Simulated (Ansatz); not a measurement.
# Te (P3_121): spin-orbit coupling beyond the local functionals

Aim: the spin-orbit change of the gap of Te (P3_121).

Calculated with Ansatz 0.2.0; density functionals with and without spin-orbit coupling, plane waves, PAW.

## 1. Set-up

Symmetry: P3_121, No. 152, trigonal system. Conventional cell: a = 4.457 Å, b = 4.457 Å, c = 5.929 Å, α = 90.00°, β = 90.00°, γ = 120.00°. Nearest to Te lie 2 Te at 2.84 Å.

The cell and positions come from the Crystallography Open Database and are kept as given unless a step says otherwise. Spin-orbit coupling is left out unless a step names it.

## 2. HSE06, 6×6×2 mesh

This step: DFT, HSE06, plane waves, PAW; PAW set soft_1.

input.yaml

```yaml
crystal:
  lattice:
    - [4.4572, 0.0, 0.0]
    - [-2.2286, 3.8600484297, 0.0]
    - [0.0, 0.0, 5.929]
  atoms:
    - { symbol: Te, position: [0.2633, 0.0, 0.3333333333] }
    - { symbol: Te, position: [0.0, 0.2633, 0.6666666667] }
    - { symbol: Te, position: [0.7367, 0.7367, 0.0] }
kpoints:
  mp_grid: { grid: [6, 6, 2] }
  band_path:
    path:
      - [0.0, 0.0, 0.0]
      - [0.5, 0.0, 0.0]
      - [0.33333333, 0.33333333, 0.0]
      - [0.0, 0.0, 0.5]
      - [0.5, 0.0, 0.5]
      - [0.33333333, 0.33333333, 0.5]
      - [0.33333333, 0.33333333, 0.45]
    npoints: 1
hamiltonian:
  xc: hse06
  pseudopotentials: { kind: paw, azcp: { folder: soft_1 } }
scf:
  occupations: { method: fixed }
  n_extra_bands: 5
output:
  eigenvalues: true
```

Started as:

```sh
ansatz run input.yaml --threads 3 --pin off --max-ram 92160MiB --backend cuda --events-out ev --progress --plain --runs-dir out --devices 1 --max-vram 13GiB
```

Numbers of over 12 decimals in the logs are rounded to 6 here.

The log of the run:

```text
scf.n_extra_bands = 5 over 24 filled bands (N_el = 48.0): the run solves 29 bands
GPUs: using 1 of 1 available (devices: 1).
Engine: ansatz 0.2.0, x86_64-unknown-linux-gnu
Pseudopotentials: kind: paw
Pseudopotential: Te, paw, valence charge 16, recommended cutoff 420 eV (normal), soft_1/Te.paw.azcp
Functional definition: HSE06
  parameter a = 0.25
  parameter omega = 0.11/bohr
  exchange = pbe_x - a*pbe_x_sr(omega) + a*exact_x_sr(omega)
  correlation = pbe_c
davidson cushion auto → on  (no smearing: the cushion is to keep the highest requested band from converging to the state above it; pin scf.eigensolver.cushion to override)
device memory: the entry about to start is reckoned to put 0.9 GiB on a device that reports 66.0 GiB free (of which the cap on the GPU budget leaves the run 13.0 GiB)
GPU FFT provider: cuFFT
GPU libraries: cuBLAS 13.8.2, cuFFT 12.4.0, cuSOLVER 12.3.4
Crystal: 3 atoms, lattice volume = 102.008 Å³
Basis set: ecut = 420 eV, 2017 PW (Γ)
Bands: 29, of which v1, the nominal top of the filled ones, is band 24 counted from 1 (23 counted from 0)
Symmetry: 6 space group operations
Space group: P3121 (ITA 152), of the structure as read, at distance tolerance 4.7e-5 Å
k-points: 14 of 72 (time reversal used)
Non-local potential: Te, projectors of the file, l = 0: 2, l = 1: 2, l = 2: 2, l = 3: 1
PAW form: soft (Blöchl's): semilocal exchange-correlation on the pseudo side does not see the compensation charge
PAW frozen core: Te, regenerated for the run's functional, and the local potential with it (the file was generated under x = pbe(κ = 0.804, μ = 0.219515), c = pbe(β = 0.066725))
PAW one-centre angular grid: Te, 590 points (default); XC on 64 Gauss nodes
Initial density: superposition of atomic densities (chi_scale 0.1, normalization cell)
Initial wavefunctions: pseudopotential atomic-orbital guess
GPU buffer pool allocated for 36000 grid points (all kernels)
GPU transforms: local potential and band sums: pruned to the plane-wave sphere, on 30×30×40
Functional: x = pbe(κ = 0.804, μ = 0.219515), c = pbe(β = 0.066725), warm-up for x = pbe(κ = 0.804, μ = 0.219515) + 0.25 (exact − pbe) at short range (hse, ω = 0.207870 Å⁻¹), c = pbe(β = 0.066725); HSE06 as pw.x's `hse` composes it (authors' and Libxc's form: `xc: wpbeh`)
iter 1 solved again at ethr=4.09e-4 eV; its pass at ethr=1.00e-1 eV (dr2=1.96e-1 eV) is discarded
SCF iter   1: F=—  HF=-20940.142722 eV  |F-HF|=—  |Δ(HF+E_count)|=         —  Δρ=1.60e-2  dr2=1.91e-1  ethr=4.09e-4  ⟨swp⟩=6.0  Hψ=2451  notcnv=0
preconditioner: auto → none  [insulator: Δε(μ)=0.240 eV  Ē_g=8.670 eV  n_scr=22 (ndim 8)  ℏωp=15.6 eV  f_vac=0.011]
SCF iter   2: F=—  HF=-20940.126584 eV  |F-HF|=—  |Δ(HF+E_count)|=   1.61e-2  Δρ=7.42e-3  dr2=3.77e-2  ethr=3.98e-4  ⟨swp⟩=2.0  Hψ=896  notcnv=0
[...]
Frozen-core exchange: fock
SCF iter   1: F=—  HF=-20953.227303 eV  |F-HF|=—  |Δ(HF+E_count)|=         —  Δρ=4.91e-5  dr2=2.29e-6  ethr=1.31e-6  ⟨swp⟩=2.0  Hψ=896  notcnv=0
preconditioner: auto → none  [insulator: Δε(μ)=0.628 eV  Ē_g=9.795 eV  n_scr=22 (ndim 8)  ℏωp=15.6 eV  f_vac=0.025]
SCF iter   2: F=—  HF=-20953.227305 eV  |F-HF|=—  |Δ(HF+E_count)|=   1.97e-6  Δρ=2.37e-5  dr2=5.04e-7  ethr=4.13e-9  ⟨swp⟩=4.1  Hψ=1472  notcnv=0
iter 3 solved again at ethr=7.25e-11 eV; its pass at ethr=8.22e-10 eV (dr2=3.48e-8 eV) is discarded
SCF iter   3: F=-20953.227305 eV  HF=-20953.227304 eV  |F-HF|=4.51e-9  |Δ(HF+E_count)|=   1.39e-7  Δρ=9.20e-6  dr2=4.09e-8  ethr=7.25e-11  ⟨swp⟩=3.0  Hψ=1971  notcnv=0
SCF 3 converged in 3 iterations: F = -20953.227305 eV  dr2 = 4.09e-8
[...]
hybrid outer 2: dexx = +2.009e-6 eV, tail = 1.47e-7 eV, Δε = 2.07e-3 eV (about 1.46e-4 eV left of the loop's levels)
device memory: the entry about to start is reckoned to put 0.5 GiB on a device that reports 63.5 GiB free (of which the cap on the GPU budget leaves the run 13.0 GiB)
NSCF: frozen V_eff on 7 k-points
hybrid SCF converged: 2 outer / 9 inner (+6 warm-up), last move |dexx| = 2.01e-6 eV, tail = 1.47e-7 eV
Stability not checked: this state was not tested for a lower state beside it, because the functional holds exact exchange (a hybrid, or Hartree-Fock), whose exchange loop this test does not read (fock_operator; see scf.lower_state_search)
Free energy (F): -20953.227305 eV
Frozen-core exchange: fock
Harris-Foulkes:  -20953.227305 eV  (|F-HF|=4.51e-9)
Internal energy: -20953.227305 eV  (E = F + TS)
E sigma→0 (E₀):  -20953.227305 eV
Fermi energy:    8.376943 eV
--- Per-component energies (eV) ---
  E_band       = -902.429045
  E_kinetic    = 513.703066
  E_local      = -4938.763115  (includes V_loc(G=0)·N_el)
  E_nonlocal   = 188.943885
  E_hartree    = 2459.216559
  E_xc         = -296.185188
  E_vxc        = -246.167668  (∫ρ·V_xc dr)
  E_exx        = -135.074386  (= α·E_x^exact, valence–valence)
  E_paw        = -13957.626470  (= ΣΔE_a)
  E_vpaw       = -1068.429068  (= ΣTr[D̂ρ^β])
  E_aug_tail   = 0.000272  (compensation charges beyond the density's cutoff)
  E_ewald      = -4786.899832
  E_core_change = -0.542096  (= ΣΔE_core)
  E_smearing   = -0.000000  (= −TS)
  E_closure    = -0.000000  (closes the sum)
  Σ components = -20953.227305   (vs F -20953.227305, Δ=0.00e0)
--- Band table (eV; the first three rows and the last of 14) ---
  k-point 0: bands = [... 20 lower, 5.4136, 6.5240, 6.5240, 7.4866, 9.9331, 9.9331, 10.6274, 13.9850, ... 1 higher]
  k-point 1: bands = [... 20 lower, 5.4723, 6.8060, 7.1685, 7.1685, 9.3544, 9.4818, 9.4818, 13.0299, ... 1 higher]
  k-point 2: bands = [... 20 lower, 4.9766, 6.9802, 7.3419, 7.5063, 9.7509, 9.8584, 10.4994, 13.4281, ... 1 higher]
  k-point 13: bands = [... 20 lower, 2.8616, 7.1894, 8.3769, 8.3769, 9.0051, 10.3665, 10.3665, 14.9688, ... 1 higher]
```

Elapsed: 12 s, on 1 × NVIDIA H100 80GB HBM3 (shared by 6 runs) with 3 threads of AMD EPYC 7R13 (Zen 3), shared host; peak memory 1.3 GiB; 16 s of CPU time.

Numbers from this step:

| Item | Value |
| --- | --- |
| gap | 0.6122 eV |
| valence top at | k = (0.333, 0.333, 0.450) |
| conduction bottom at | H |
| least direct gap | 0.6282 eV |
| exact-exchange fraction | 0.25 |

The gap is indirect, with the least direct gap 0.016 eV higher.

## 3. HSE06+SOC, 6×6×2 mesh

The many-body steps leave out spin-orbit coupling, so its effect is taken from a two-component run, with twice the bands.

This step: DFT, HSE06 with spin-orbit coupling, plane waves, PAW; PAW set soft_1.

input.yaml: that of step 2 with these lines changed.

```diff
@@ -23,6 +23,9 @@
   xc: hse06
-  pseudopotentials: { kind: paw, azcp: { folder: soft_1 } }
+  pseudopotentials: { kind: paw_fr, azcp: { folder: soft_1 } }
 scf:
-  occupations: { method: fixed }
-  n_extra_bands: 5
+  occupations: { method: fermi_dirac, width: 0.02 }
+  n_extra_bands: 10
+magnetization:
+  noncollinear: true
+  spin_orbit: true
 output:
```

The log of the run:

```text
[...]
GPUs: using 1 of 1 available (devices: 1).
[...]
non-collinear run that drives no moment, with spin-orbit: no starting moment large enough to seed its density (crystal.atoms[].spin), no starting occupations that ask for one, no magnetisation constraint and no magnetic field, so the semilocal B_xc is pinned to zero
[...]
GPU FFT provider: cuFFT
GPU libraries: cuBLAS 13.8.2, cuFFT 12.4.0, cuSOLVER 12.3.4
Crystal: 3 atoms, lattice volume = 102.008 Å³
Basis set: ecut = 420 eV, 2017 PW (Γ)
Bands: 58, of which v1, the nominal top of the filled ones, is band 48 counted from 1 (47 counted from 0)
Symmetry: 6 space group operations + 6 with time reversal
[...]
k-points: 14 of 72 (time reversal used)
Projection manifold: j_resolved (fully-relativistic pseudo-atomic orbitals)
[...]
GPU buffer pool allocated for 36000 grid points (all kernels)
[...]
SCF iter   1: F=—  HF=-20948.318977 eV  |F-HF|=—  |Δ(HF+E_count)|=         —  Δρ=1.54e-2  dr2=1.76e-1  dr2_m=0.00e0 (ungated)  ethr=3.77e-4  |M|=0.00e0 ∫|m|=0.00e0 μB  |m|>n=0.0e0 m-floor=0.0e0 τ_xc=0.0e0  β_m=0.30  ⟨swp⟩=7.3  Hψ=5403  notcnv=0
[...]
spin=Noncollinear: Kerker preconditioning applied to the charge; magnetization (m_x, m_y, m_z) channels mix plain (no charge-response kernel on spin).
SCF iter   2: F=—  HF=-20948.312618 eV  |F-HF|=—  |Δ(HF+E_count)|=   6.36e-3  Δρ=1.20e-2  dr2=1.07e-1  dr2_m=0.00e0 (ungated)  ethr=3.68e-4  |M|=0.00e0 ∫|m|=0.00e0 μB  |m|>n=0.0e0 m-floor=0.0e0 τ_xc=0.0e0  β_m=0.65  ⟨swp⟩=2.0  Hψ=1624  notcnv=0
[...]
SCF iter  10: F=-20948.307097 eV  HF=-20948.307097 eV  |F-HF|=4.69e-10  |Δ(HF+E_count)|=   9.32e-9  Δρ=7.34e-7  dr2=5.50e-10  dr2_m=0.00e0 (ungated)  ethr=1.51e-11  |M|=0.00e0 ∫|m|=0.00e0 μB  |m|>n=0.0e0 m-floor=0.0e0 τ_xc=0.0e0  ⟨swp⟩=3.1  Hψ=1724  notcnv=0
SCF 1 converged in 10 iterations: F = -20948.307097 eV  dr2 = 5.50e-10
[...]
GPU FFT provider: cuFFT
GPU libraries: cuBLAS 13.8.2, cuFFT 12.4.0, cuSOLVER 12.3.4
Projection manifold: j_resolved (fully-relativistic pseudo-atomic orbitals)
[...]
GPU buffer pool allocated for 36000 grid points (all kernels)
[...]
Frozen-core exchange: fock
[...]
SCF 2 stopped early in 5 iterations: F = -20946.944022 eV  dr2 = 7.03e-6
[...]
hybrid outer 1: dexx = +1.511e-2 eV, tail = 1.45e-4 eV
GPU FFT provider: cuFFT
GPU libraries: cuBLAS 13.8.2, cuFFT 12.4.0, cuSOLVER 12.3.4
Projection manifold: j_resolved (fully-relativistic pseudo-atomic orbitals)
GPU buffer pool allocated for 36000 grid points (all kernels)
[...]
Frozen-core exchange: fock
[...]
SCF 3 converged in 4 iterations: F = -20946.943918 eV  dr2 = 1.78e-8
[...]
NSCF: frozen V_eff on 7 k-points
[...]
Magnetization: |M| = 0.0000 μB,  M = (+0.0000, +0.0000, +0.0000) μB
Absolute magnetization: 0.0000 μB (∫|m|)
  site 0: m = (+0.0000, +0.0000, +0.0000) μB, |m| = 0.0000 μB  (R = 1.17 Å)
  site 1: m = (+0.0000, +0.0000, +0.0000) μB, |m| = 0.0000 μB  (R = 1.17 Å)
  site 2: m = (+0.0000, +0.0000, +0.0000) μB, |m| = 0.0000 μB  (R = 1.17 Å)
Free energy (F): -20946.943918 eV
Frozen-core exchange: fock
[...]
Internal energy: -20946.943916 eV  (E = F + TS)
E sigma→0 (E₀):  -20946.943917 eV
Entropy (-TS):   -0.000001 eV (-0.000 meV/atom)
Fermi energy:    8.811535 eV
[...]
--- Band table (eV; the first three rows and the last of 14) ---
  k-point 0: bands = [... 44 lower, 6.5728, 6.5728, 7.5012, 7.5012, 9.5204, 9.5204, 10.2161, 10.2161, ... 6 higher]
  k-point 1: bands = [... 44 lower, 6.9954, 6.9954, 7.3421, 7.3421, 9.2844, 9.2844, 9.4531, 9.4531, ... 6 higher]
  k-point 2: bands = [... 44 lower, 7.1868, 7.3215, 7.5181, 7.6564, 9.6342, 9.7113, 9.9137, 9.9966, ... 6 higher]
  k-point 13: bands = [... 44 lower, 8.2110, 8.2110, 8.5014, 8.6323, 9.0046, 9.0046, 10.2527, 10.3021, ... 6 higher]
```

Elapsed: 50 s, on 1 × NVIDIA H100 80GB HBM3 (shared by 6 runs) with 3 threads; peak memory 1.9 GiB.

This step gave:

```
gap                     : 0.3723 eV
valence top at          : H
conduction bottom at    : H
least direct gap        : 0.3723 eV
exact-exchange fraction : 0.25
```

The gap stands −0.24 eV against HSE06.

## 4. Together

Times are wall times on 1 × NVIDIA H100 80GB HBM3 (shared by 6 runs) with 3 threads of AMD EPYC 7R13 (Zen 3), shared host, good to a factor of about two.

```csv
level,gap (eV),with coupling (eV),change (eV),time,with coupling
HSE06,0.61,0.37,−0.24,12 s,50 s
```

## 5. What came out

```yaml
hse06: 0.61 eV
hse06_soc: 0.37 eV
```

Spin-orbit coupling changes the gap by −0.24 eV and the least direct gap by −0.26 eV.

[Paths, hosts, dates, memory and timing lines, banners, echoed tables and standing remarks are left out of the program output.]

[Logs are printed without paths, hosts, clocks, repeated set-up lines and the standing remarks that a program may print on its own settings, such as how far it seeks lower states.]

[Runs of the session that timed out or met a known fault of the program may be left out.]

[Cells called generated may have been cut or substituted from an entry of the Crystallography Open Database or the Materials Project.]

[Hosts, paths, dates, database ids (printed as entryN), source tags and the programs' standing remarks are cut or masked in the printed files.]
